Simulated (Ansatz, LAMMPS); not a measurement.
# Structural relaxation of glassy Na2Si4O9 (90 atoms)

Aim: bring glassy Na2Si4O9 (90 atoms) to a nearby minimum of the energy and see what moves.

Method: Kohn-Sham DFT, PBE, PAW (set soft_2), plane waves, in Ansatz 0.2.0.

**Experiments to compare with.** Na-O nearest neighbour distance in sodium silicate glasses from Zotov and Keppler (1998), who studied sodium tetrasilicate glass by neutron diffraction (as quoted in “Computer modeling of natural silicate melts: what can we learn from ab   initio simulations”, 2009, arxiv:0907.2530): nearest Na–O distance 2.425 Å. Si-Na distance estimated from earlier sodium K-edge XAFS experiments (refs. 26, 27), quoted for comparison with the simulated glass (as quoted in “Structural and electronic properties of the sodium tetrasilicate glass   Na2Si4O9 from classical and ab initio molecular-dynamics   simulations”, 2001, arxiv:cond-mat/0109263): nearest Si–Na distance 3.8 Å; nearest Na–Na distance 3.2 Å.

### 1. The starting structure

The cell holds 90 atoms: 12 Na, 54 O and 24 Si. Its edges and angles: a = 10.817 Å, b = 10.817 Å, c = 10.817 Å, α = 90.0°, β = 90.0°, γ = 90.0°. 90 atoms (12 Na, 54 O, 24 Si) placed at random at 2.38 g/cm³, melted at 4500 K for 20 ps at fixed volume with the Morse and Coulomb pair potential with partial charges (Pedone, Malavasi, Menziani, Cormack and Segre, J. Phys. Chem. B 110, 11780 (2006)). Quenched from 4500 K to 300 K at 10 K/ps and fixed volume, held 5 ps.

Before any run, some limits are plain. The quench rate of 10 K/ps far exceeds what a furnace or splat quench reaches, so expect more defects and frozen-in strain than in a real sample. The network of bonds at the start is that of the classical potential that made the cell. The Brillouin zone is sampled at Γ only, in a cell whose shortest periodic width is 11 Å.

### 2. Single point at the start

The forces at the start show how far the geometry lies from a minimum of this functional.

The input, input.yaml:

```yaml
crystal:
  lattice:
    - [10.8166, 0.0, 0.0]
    - [0.0, 10.8166, 0.0]
    - [0.0, 0.0, 10.8166]
  atoms:
    - { symbol: Na, position: [0.19641, 0.33609, 0.52275] }
    - { symbol: Na, position: [0.70591, 0.3175, 0.09332] }
    - { symbol: Na, position: [0.54318, 0.22382, 0.80977] }
    - { symbol: Na, position: [0.21363, 0.77536, 0.12511] }
    [... 80 atom lines left out ...]
    - { symbol: Si, position: [0.4838, 0.88337, 0.84468] }
    - { symbol: Si, position: [0.72446, 0.5297, 0.90954] }
    - { symbol: Si, position: [0.54149, 0.39368, 0.56962] }
    - { symbol: Si, position: [0.73699, 0.77833, 0.35324] }
    - { symbol: Si, position: [0.49926, 0.07517, 0.05717] }
    - { symbol: Si, position: [0.49931, 0.13193, 0.49174] }
kpoints:
  mp_grid: { grid: [1, 1, 1] }
hamiltonian:
  xc: pbe
scf:
  occupations: { method: fixed }
output:
  forces: true
  stress: true
  populations: true
  dos:
    method: { smearing: { sigma: 0.08 } }
    de: 0.1
    projected: { site_lists: { Na: [Na], O: [O], Si: [Si] } }
  eigenvalues: true
```

The run is started by

```console
$ ansatz run input.yaml --threads 4 --pin off --max-ram 8192MiB --backend cpu --events-out ev --progress --plain --runs-dir out
```

Run time: 18 s. Hardware: 4 threads of Arm Neoverse V2, shared host; peak memory 1.5 GiB; 62 s of CPU time.

The run gave:

```yaml
free_energy: -63824.8664 eV
free_energy_per_atom: -709.1652 eV/atom
scf_cycles: 9
pressure: 5.017 GPa
r_m_s_force_component: 1.283 eV/Å
longest_force: 5.49 eV/Å
fermi_energy: 3.721 eV
spacing_of_highest_filled_and_lowest_empty_level: 2.874 eV
spilling_of_the_projection: 0.01093
```

The r.m.s. force component of 1.3 eV/Å and the pressure of 5.0 GPa set the starting point.

Length of the force by element:

```csv
element,coordination,atoms,mean length of the force (eV/Å),spread,least,most
Na,all,12,0.670,0.208,0.412,1.13
O,all,54,1.98,1.06,0.518,5.49
Si,all,24,2.41,1.04,0.606,4.44
```

### 3. Relaxation

With the cell held, the atoms are moved downhill towards a nearby minimum.

input.yaml, the sections that differ from step 2:

```yaml
output:
  forces: true
relax:
  f_tol: 0.05
  max_steps: 200
# crystal, kpoints, hamiltonian, scf: as in step 2
```

It took 84 s on 4 threads; peak memory 1.3 GiB.

Relaxation path:

```csv
step,energy less that of the first step (eV),largest force component (eV/Å)
1,0.0000,4.5873
2,-3.9204,2.2253
3,-6.4878,1.0061
4,-7.1798,0.3347
5,-7.4372,0.2129
6,-7.5517,0.1253
7,-7.6203,0.1412
8,-7.6403,0.1087
9,-7.6453,0.1327
10,-7.6569,0.0371
11,-7.6569,0.0369
```

The atoms that moved most (Å):

```csv
atom,dx,dy,dz,length
Na11,-0.357,-0.648,-0.348,0.817
Na6,0.059,-0.567,-0.346,0.667
O29,-0.427,0.275,-0.168,0.535
O27,-0.436,-0.073,0.294,0.531
O17,-0.137,-0.235,-0.453,0.529
O60,0.426,0.148,0.170,0.482
O24,-0.133,-0.313,-0.330,0.474
Na5,-0.112,-0.442,-0.075,0.462
```

The relaxation changed the energy by -85.1 meV/atom, and atoms moved by 0.30 Å r.m.s., 0.82 Å at most.

### 4. Local order after relaxation

Bonds before and after, by the cutoffs listed below:

```csv
pair,bonds before,bonds after,mean before (Å),mean after (Å),spread before (Å),spread after (Å)
O-Si,96,96,1.619,1.643,0.051,0.036
O-Na,49,53,2.442,2.396,0.213,0.155
```

Density 2.38 g/cm³, 14.06 Å³ an atom.

g(r), total and by pair (bins of 0.2 Å):

```csv
r (Å),total,O-O,O-Si,O-Na,Si-Si,Si-Na,Na-Na
1.50,0.55,0.00,1.73,0.00,0.00,0.00,0.00
1.70,3.88,0.00,12.12,0.00,0.00,0.00,0.00
1.90,0.00,0.00,0.00,0.00,0.00,0.00,0.00
2.10,0.08,0.00,0.00,0.50,0.00,0.00,0.00
2.30,0.64,0.00,0.00,4.00,0.00,0.00,0.00
2.50,0.59,0.74,0.00,2.00,0.00,0.00,0.00
2.70,2.31,6.04,0.00,0.75,0.23,0.00,0.00
2.90,0.35,0.41,0.00,0.26,0.82,1.06,1.61
3.10,0.89,0.54,0.16,0.57,5.28,2.00,2.17
3.30,0.95,0.79,0.57,0.98,1.32,2.90,1.29
3.50,1.01,0.51,1.20,1.14,0.00,3.29,1.16
3.70,0.83,0.58,1.11,0.92,0.00,1.40,1.02
3.90,1.00,0.66,1.60,1.13,0.00,0.70,0.93
4.10,1.14,0.76,1.98,0.88,0.51,0.74,0.41
4.30,1.10,0.84,1.62,1.01,0.84,0.76,0.75
4.50,0.91,0.89,0.71,1.38,1.19,0.60,1.02
4.70,1.02,1.26,0.65,1.33,0.86,1.03,0.63
4.90,1.17,1.48,0.81,1.33,1.39,0.95,0.29
5.10,0.99,1.28,0.73,0.87,1.21,0.67,1.36
5.30,1.06,1.40,0.79,0.80,1.69,0.68,0.25
```

Bonds by pair of elements; cutoffs follow the first minimum of g(r), held within bounds set by covalent radii, and pairs that aren't listed don't count as bonded:

```csv
pair A-B,cutoff (Å),bonds,mean length (Å),spread (Å),shortest (Å),B about A,A about B
O-Si,2.08,96,1.64,0.036,1.56,1.78,4
O-Na,2.88,53,2.40,0.155,2.14,0.981,4.42
```

How many atoms have how many bonded neighbours:

```csv
element,mean,2,3,4,5,6
Na,4.42,0,3,4,2,3
O,2.76,19,29,6,0,0
Si,4,0,0,24,0,0
```

Bond angles, per cent of each kind in bins of 5°:

```csv
angle (°),O-Si-O,O-Na-O,Na-O-Si,Si-O-Si,Na-O-Na
55–60,0.0,1.0,0.0,0.0,0.0
60–65,0.0,8.2,0.0,0.0,0.0
65–70,0.0,4.1,0.0,0.0,0.0
70–75,0.0,1.0,0.0,0.0,4.5
75–80,0.0,8.2,1.3,0.0,4.5
80–85,0.0,5.1,1.3,0.0,9.1
85–90,0.0,5.1,9.0,0.0,22.7
90–95,0.0,9.2,14.1,0.0,9.1
95–100,2.1,8.2,5.1,0.0,9.1
100–105,15.3,12.2,9.0,0.0,4.5
105–110,38.2,2.0,12.8,0.0,4.5
110–115,31.2,2.0,12.8,2.4,0.0
115–120,11.8,4.1,11.5,2.4,9.1
120–125,1.4,3.1,7.7,0.0,0.0
125–130,0.0,9.2,5.1,7.1,4.5
130–135,0.0,5.1,3.9,14.3,4.5
135–140,0.0,2.0,2.6,19.0,4.5
140–145,0.0,4.1,0.0,19.0,4.5
145–150,0.0,1.0,0.0,7.1,0.0
150–155,0.0,1.0,1.3,9.5,4.5
155–160,0.0,1.0,1.3,7.1,0.0
160–165,0.0,1.0,1.3,9.5,0.0
165–170,0.0,2.0,0.0,2.4,0.0
```

Bond angles (no mean is given where the spread exceeds 20°):

```csv
angle,count,mean (°),spread (°)
O-Si-O,144,109,4.6
O-Na-O,98,-,-
Na-O-Si,78,110,17
Si-O-Si,42,143,12.4
Na-O-Na,22,-,-
```

Oxygen atoms by the number of network formers (Si, P, Ge, B, Al, As, Ga) bound to them:

```csv
network formers bound to O,O atoms,per cent
0,0,0
1,12,22.2
2,42,77.8
```

Network units: each former by its oxygen neighbours and how many of them bridge to another former:

```csv
former,O neighbours,bridging O,atoms
Si,4,2,1
Si,4,3,10
Si,4,4,13
```

Bond length by coordination (bonds to H left out):

```csv
element,coordination,atoms,mean bond length (Å)
Na,3,3,2.28
Na,4,4,2.38
Na,5,2,2.44
Na,6,3,2.45
O,2,19,1.66
O,3,29,1.96
O,4,6,2.14
```

Rings of the network by King's shortest-path rule, up to 12 atoms, one path for each pair of neighbours; H, halogens, alkali and alkaline-earth atoms are left out, and the last column divides by all other atoms, bonded or not:

```csv
ring size (atoms),rings,per network atom
8,2,0.026
10,3,0.038
12,9,0.115
```

First main peaks of g(r), for some of the pairs, lie near 2.7 Å (O-O), 1.6 Å (O-Si), 2.3 Å (O-Na), 3.1 Å (Si-Si), 3.4 Å (Si-Na) and 3.0 Å (Na-Na). Counting bonds as in the table, 33 % of Na atoms have 4, 54 % of O atoms have 3 and all Si atoms have 4 bonded neighbours. The O-Si-O angle averages 109° with a spread of 5°. 78 % of the oxygens bridge two formers (Si) and 22 % are non-bridging. The commonest Si unit has 4 oxygens, 4 of them shared with other formers (13 of 24 atoms). Rings of 12 atoms are the most common (64 % of those counted); sizes run from 8 to 12, where the search stops.

### 5. Single point at the relaxed geometry

One more single point at the end of the walk gives the fuller output and checks the residual forces.

The input, input.yaml:

```yaml
crystal:
  lattice:
    - [10.8166, 0.0, 0.0]
    - [0.0, 10.8166, 0.0]
    - [0.0, 0.0, 10.8166]
  atoms:
    - { symbol: Na, position: [0.17431, 0.31354, 0.53737] }
    - { symbol: Na, position: [0.69354, 0.32583, 0.11449] }
    - { symbol: Na, position: [0.56783, 0.23941, 0.78709] }
    - { symbol: Na, position: [0.22146, 0.75251, 0.14939] }
    [... 80 atom lines left out ...]
    - { symbol: Si, position: [0.50204, 0.89634, 0.84591] }
    - { symbol: Si, position: [0.72814, 0.53801, 0.90959] }
    - { symbol: Si, position: [0.53826, 0.39227, 0.56066] }
    - { symbol: Si, position: [0.72193, 0.77308, 0.35323] }
    - { symbol: Si, position: [0.50494, 0.09485, 0.05019] }
    - { symbol: Si, position: [0.485, 0.1535, 0.48237] }
kpoints:
  mp_grid: { grid: [1, 1, 1] }
hamiltonian:
  xc: pbe
scf:
  occupations: { method: fixed }
output:
  forces: true
  stress: true
  populations: true
  dos:
    method: { smearing: { sigma: 0.08 } }
    de: 0.1
    projected: { site_lists: { Na: [Na], O: [O], Si: [Si] } }
  eigenvalues: true
  write_density: true
  write_potential: true
  volumetric_format: npy
  elf: true
```

Elapsed: 19 s, on 4 threads; peak memory 1.5 GiB; 70 s of CPU time.

The run gave:

```
free energy                                      : -63832.5233 eV
free energy per atom                             : -709.2503 eV/atom
SCF cycles                                       : 9
pressure                                         : -0.1338 GPa
r.m.s. force component                           : 0.01192 eV/Å
longest force                                    : 0.04379 eV/Å
Fermi energy                                     : 3.248 eV
gap (highest filled to lowest empty level) : 3.459 eV
spilling of the projection                       : 0.01084
```

Löwdin charges by element and coordination (they lack the spilled electrons, 0.064 e an atom on average):

```csv
element,coordination,atoms,mean charge (e),spread,least,most
Na,all,12,0.814,0.0122,0.790,0.839
Na,3,3,0.813,0.0065,0.804,0.818
Na,4,4,0.820,0.0123,0.808,0.839
Na,5,2,0.820,0.003,0.817,0.823
Na,6,3,0.803,0.0124,0.790,0.820
O,all,54,-0.835,0.0667,-1.01,-0.769
O,2,19,-0.795,0.0271,-0.905,-0.769
O,3,29,-0.838,0.0557,-0.956,-0.785
O,4,6,-0.950,0.068,-1.01,-0.803
Si,all,24,1.71,0.0517,1.62,1.79
```

Density of states as counts of states in windows of 1 eV (from the Fermi level), total and the larger projections:

```csv
from (eV),to (eV),total,O p,Si p
-10,-9,10.9,7.3,0.7
-9,-8,12.1,8.4,1.3
-8,-7,23.8,17.6,3.9
-7,-6,25.9,20.1,5.1
-6,-5,9.7,7.7,1.4
-5,-4,52.4,44.0,4.3
-4,-3,59.1,53.3,2.6
-3,-2,61.7,57.8,1.4
-2,-1,30.6,28.7,0.7
-1,0,30.3,28.5,1.0
0,1,0.5,0.5,0.0
1,3,0.0,0.0,0.0
3,4,2.0,0.0,0.0
4,5,1.9,0.2,0.3
```

The curve was stored every 0.10 eV, coarse against its broadening of 0.08 eV, so these counts are rough.

With fixed occupations the program's Fermi level is the highest filled level; weight inside the gap is the broadening of levels at its edges.

Between -26 and -10 eV lie 187 more states.

The stored curve holds about 504 of the 528 electrons; the rest, give or take the few that broadening carries across the Fermi level, lie in deeper levels below its range.

The levels nearest the highest filled one (over half full), pooled over k-points and spins:

```csv
level less the highest filled one (eV),occupation
-0.447,2
-0.344,2
-0.302,2
-0.177,2
-0.0843,2
0,2
3.46,0
4.98,0
5.11,0
5.20,0
5.37,0
5.51,0
```

Mean Löwdin charges: Na +0.81, O -0.84, Si +1.71 e (they miss 1.1 % of the electrons, so they add up to more than the cell's charge).

Runs without a result: basis.ecutrho_ratio = 12, hamiltonian.pseudopotentials.kind = "nc" and total_charge = -1 (refused).

1 further run on a deliberately doubtful input is not shown.

### 6. Summary of results

```yaml
energy_change_in_the_relaxation: -85.08 meV/atom
r_m_s_displacement: 0.303 Å
largest_displacement: 0.817 Å
free_energy_per_atom: -709.2503 eV/atom
pressure: -0.1338 GPa
r_m_s_force_component: 0.01192 eV/Å
spacing_of_highest_filled_and_lowest_empty_level: 3.459 eV
wall_time_of_the_3_dft_runs: 2 min
```

In words: Relaxation lowers the energy by 85.1 meV/atom and moves atoms by 0.30 Å r.m.s.; the r.m.s. force component goes from 1.3 to 0.012 eV/Å, the pressure goes from 5.0 to -0.13 GPa, and the gap from 2.87 to 3.46 eV. By the final cutoffs 3 of 145 bonded pairs parted and 7 joined. From the first step to the last the energy fell by 7.657 eV, and the largest move was 0.82 Å (Na11). The O-Na bonds change most in mean length: from 2.442 Å (spread 0.213) to 2.396 Å (spread 0.155), and their number from 49 to 53. Counting bonds as in the table, 33 % of Na atoms have 4, 54 % of O atoms have 3 and all Si atoms have 4 bonded neighbours. 78 % of the oxygens bridge two formers (Si) and 22 % are non-bridging. The highest filled and lowest empty levels differ by 3.46 eV (at Γ alone); a semilocal functional tends to put such gaps too low. In a disordered cell it changes from sample to sample, and tail or defect levels can set it.

**Limits.** The network of bonds at the start is that of the classical potential that made the cell; in DFT 3 of its 145 bonded pairs passed out of the cutoffs and 7 came within them.

Calculation beside experiment:

```csv
quantity,measured,this cell,difference,method of the measurement
nearest Na–O distance,2.425 Å,2.29 Å,-5.6 %,neutron diffraction
nearest Si–Na distance,3.8 Å,3.42 Å,-10.0 %,Na K-edge XAFS
nearest Na–Na distance,3.2 Å,3.04 Å,-5.0 %,Na K-edge XAFS
```

The cell differs from the measured distances by up to 10.0 %. Distances of this cell are positions of the first main peak of g(r), or bond means where the peak is narrow; means over all bonds within a cutoff lie farther out for broad shells. The network comes from the model that made the cell; in DFT 3 of its 145 bonded pairs passed out of the cutoffs and 7 came within them.

[Logs are printed without paths, hosts, clocks, repeated set-up lines and the standing remarks that a program may print on its own settings, such as how far it seeks lower states.]

[Hosts, paths, dates, database ids (printed as entryN), source tags and the programs' standing remarks are cut or masked in the printed files.]
